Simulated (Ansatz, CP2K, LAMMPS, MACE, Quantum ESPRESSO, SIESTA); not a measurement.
# Amorphous carbon at 2.00 g/cm³ (96 atoms): relaxed, then solved by several programs

Aim: relax amorphous carbon at 2.00 g/cm³ (96 atoms), then compare forces, pressure and levels from several programs at that geometry.

All numbers are calculated, not measured.

## 1. The structure

The cell holds 96 atoms (96 C), with edges of 9.85, 9.85 and 9.85 Å. Recipe: 96 atoms (96 C) placed at random at 2 g/cm³, melted at 6000 K for 10 ps at fixed volume with the LCBOP (Los and Fasolino, Phys. Rev. B 68, 024107 (2003)). Quenched from 6000 K to 300 K at 200 K/ps and fixed volume, held 5 ps, then minimised at fixed cell. Then the atoms were relaxed with MACE MPA-0 medium in the fixed cell. Then the atoms were relaxed with CP2K double zeta, PBE. That run stopped short of its end.

## 2. The relaxation

CP2K double zeta (DZVP-MOLOPT-SR, GTH-PBE potentials, 360 Ry; k-points Γ) took 60 geometry steps and stopped short of its thresholds. It started from the geometry that MACE MPA-0 medium had relaxed.

It took 54 min on 4 MPI ranks of Arm Neoverse V2, shared host; peak memory 2.5 GiB.

```tsv
	before	after
energy (meV/atom)	0	-85.8
C-C bonds under 1.85 Å	142 at 1.455 Å	147 at 1.472 Å
```

Atoms moved by 0.28 Å r.m.s. and 1.13 Å at most, with the common shift taken off.

## 3. Structure of the relaxed cell

Density 2.00 g/cm³, 9.963 Å³ an atom.

Pair distribution function in bins of 0.1 Å:

```tsv
r (Å)	total
1.25	0.00
1.35	2.48
1.45	5.38
1.55	3.08
1.65	0.36
1.75	0.00
1.85	0.00
1.95	0.00
2.05	0.04
2.15	0.00
2.25	0.29
2.35	1.17
2.45	1.96
2.55	2.16
2.65	1.50
2.75	0.98
2.85	0.88
2.95	0.65
3.05	0.75
3.15	0.81
3.25	0.69
3.35	0.87
3.45	0.91
3.55	1.12
3.65	1.28
3.75	1.25
3.85	1.27
3.95	1.06
4.05	0.85
4.15	0.84
4.25	0.92
4.35	0.84
4.45	0.72
4.55	0.96
4.65	1.03
4.75	0.99
4.85	1.10
```

Bonds by pair of elements; cutoffs follow the first minimum of g(r), held within bounds set by covalent radii, and pairs that aren't listed don't count as bonded:

```tsv
pair A-B	cutoff (Å)	bonds	mean length (Å)	spread (Å)	shortest (Å)	B about A	A about B
C-C	1.85	147	1.47	0.071	1.33	3.06	3.06
```

How many atoms have how many bonded neighbours:

```tsv
element	mean	2	3	4
C	3.06	4	82	10
```

Bond angles, per cent of each kind in bins of 5°:

```tsv
angle (°)	C-C-C
50–55	1.0
55–60	1.9
60–65	0.6
65–70	1.0
70–75	0.3
75–80	0.0
80–85	0.0
85–90	0.3
90–95	0.3
95–100	1.9
100–105	4.2
105–110	10.6
110–115	16.8
115–120	15.2
120–125	16.1
125–130	14.8
130–135	6.5
135–140	4.5
140–145	0.3
145–150	1.9
150–155	0.0
155–160	1.0
160–165	0.0
165–170	0.3
170–175	0.0
175–180	0.3
```

Bond angles (no mean is given where the spread exceeds 20°):

```tsv
angle	count	mean (°)	spread (°)
C-C-C	310	117	17.4
```

Bond length by coordination (bonds to H left out):

```tsv
element	coordination	atoms	mean bond length (Å)
C	2	4	1.38
C	3	82	1.46
C	4	10	1.55
```

Rings of the network by King's shortest-path rule, up to 12 atoms, one path for each pair of neighbours; H, halogens, alkali and alkaline-earth atoms are left out, and the last column divides by all other atoms, bonded or not:

```tsv
ring size (atoms)	rings	per network atom
3	5	0.052
4	1	0.01
5	5	0.052
6	8	0.083
7	9	0.094
8	14	0.146
9	17	0.177
10	12	0.125
11	9	0.094
12	3	0.031
```

By these cutoffs 85 % of C atoms have 3 bonded neighbours. The C-C-C angle averages 117° with a spread of 17°. Read as hybridisation, 10 % of the carbon is sp3 and 85 % sp2. Bonds at C atoms with 2 neighbours average 1.38 Å, against 1.55 Å at those with 4. Rings of 9 atoms are the most common (20 % of those counted); sizes run from 3 to 12, where the search stops.

## 4. The plane-wave reference

Quantum ESPRESSO 7.5: Kohn-Sham DFT, PBE, SSSP efficiency 1.3.0 pseudopotentials, plane waves. Its input for the relaxed cell:

```
&control
  calculation = 'scf'
  pseudo_dir = './pseudo'
  outdir = './tmp'
  disk_io = 'none'
  tprnfor = .true.
  tstress = .true.
/
&system
  ibrav = 0
  nat = 96
  ntyp = 1
  ecutwfc = 45
  ecutrho = 360
  nosym = .true.
  occupations = 'smearing'
  smearing = 'fd'
  degauss = 0.003675
/
&electrons
  conv_thr = 4.8e-07
  electron_maxstep = 100
  mixing_beta = 0.2
  mixing_mode = 'local-TF'
  diagonalization = 'david'
/
ATOMIC_SPECIES
C 12.011 C.upf
CELL_PARAMETERS angstrom
9.85250 0.00000 0.00000
0.00000 9.85250 0.00000
0.00000 0.00000 9.85250
ATOMIC_POSITIONS crystal
C 0.54319 0.64194 0.32430
C 0.69517 0.32829 0.13741
C 0.20337 0.63483 0.49163
[... 91 atom lines left out ...]
C 0.79082 0.62561 0.60990
C 0.27287 0.96135 0.22570
K_POINTS gamma
```

Elapsed: 69 s, on 4 MPI ranks of Arm Neoverse V2, shared host; peak memory 2.5 GiB.

## 5. All levels at this geometry

CPU times are from a shared host and are rough.

```
                level                    basis or training data  k-points  own r.m.s. force (meV/Å)  difference from the reference (meV/Å)  pressure (GPa)  Kohn-Sham gap (eV)  CPU time  memory (GiB)
              QE, PBE   plane waves, SSSP efficiency, 45/360 Ry         Γ                        50                                      -           -6.48                0.34   4.6 min           2.5
CP2K triple zeta, PBE     TZV2P-UZH, GTH-PBE potentials, 450 Ry         Γ                        46                                     25           -5.91                0.35    19 min           3.6
      SIESTA DZP, PBE  DZP orbitals, shift 0.01 Ry, mesh 250 Ry         Γ                       253                                    281           -0.28                0.34   3.9 min           1.4
    MACE MPA-0 medium        trained on PBE(+U) plane-wave data         -                       367                                    368           -4.83                   -     8.1 s           1.3
```

The gap is the spacing of the highest filled and lowest empty Kohn-Sham level on the mesh; a dash marks partly filled levels, a spacing under 0.15 eV or a method without such levels.

## 6. What came out

Relaxation in the fixed cell lowers the energy by 86 meV/atom at its own level and moves atoms by up to 1.13 Å. By the cutoffs of the final cell 6 bonds formed and 1 was lost, leaving 147. The reference finds an r.m.s. force of 50 meV/Å there and a pressure of -6.48 GPa, at a geometry that CP2K double zeta made.

Forces differ from the reference's by 25 meV/Å (CP2K triple zeta, PBE), 281 meV/Å (SIESTA DZP, PBE) and 368 meV/Å (MACE MPA-0 medium). Pressures lie +1.7 GPa (MACE MPA-0 medium), +0.6 GPa (CP2K triple zeta, PBE) and +6.2 GPa (SIESTA DZP, PBE) from the reference's. The highest filled and lowest empty levels lie 0.34 eV apart in the reference, against 0.35 eV in CP2K triple zeta, PBE and 0.34 eV in SIESTA DZP, PBE. By these cutoffs 85 % of C atoms have 3 bonded neighbours. Read as hybridisation, 10 % of the carbon is sp3 and 85 % sp2.

Caveats: The relaxation stopped short, so the geometry isn't a minimum. The density was set by the recipe and held. One sample of a disordered cell; defect or tail levels can set the gap. Gaps are read on the mesh, which holds the band edges only if they fold onto it, and semilocal functionals tend to put them under measured ones. The quench rate of 200 K/ps is many orders above laboratory rates, so the cell is likely richer in defects and strain than a real sample. The reference samples only Γ, in a cell whose shortest periodic width is 10 Å. The plane-wave runs aren't exact: their cutoffs and mesh weren't converged further here. SIESTA's automatically made basis is far from complete, and its potentials were converted by us (checked for H, C, O, Si, Ge and Ca alone). Where levels are smeared, the DFT runs use Fermi–Dirac occupations at 580 K (0.05 eV), and energies are free energies.

[Logs are printed without paths, hosts, clocks, repeated set-up lines and the standing remarks that a program may print on its own settings, such as how far it seeks lower states.]

[Hosts, paths, dates, database ids (printed as entryN), source tags and the programs' standing remarks are cut or masked in the printed files.]
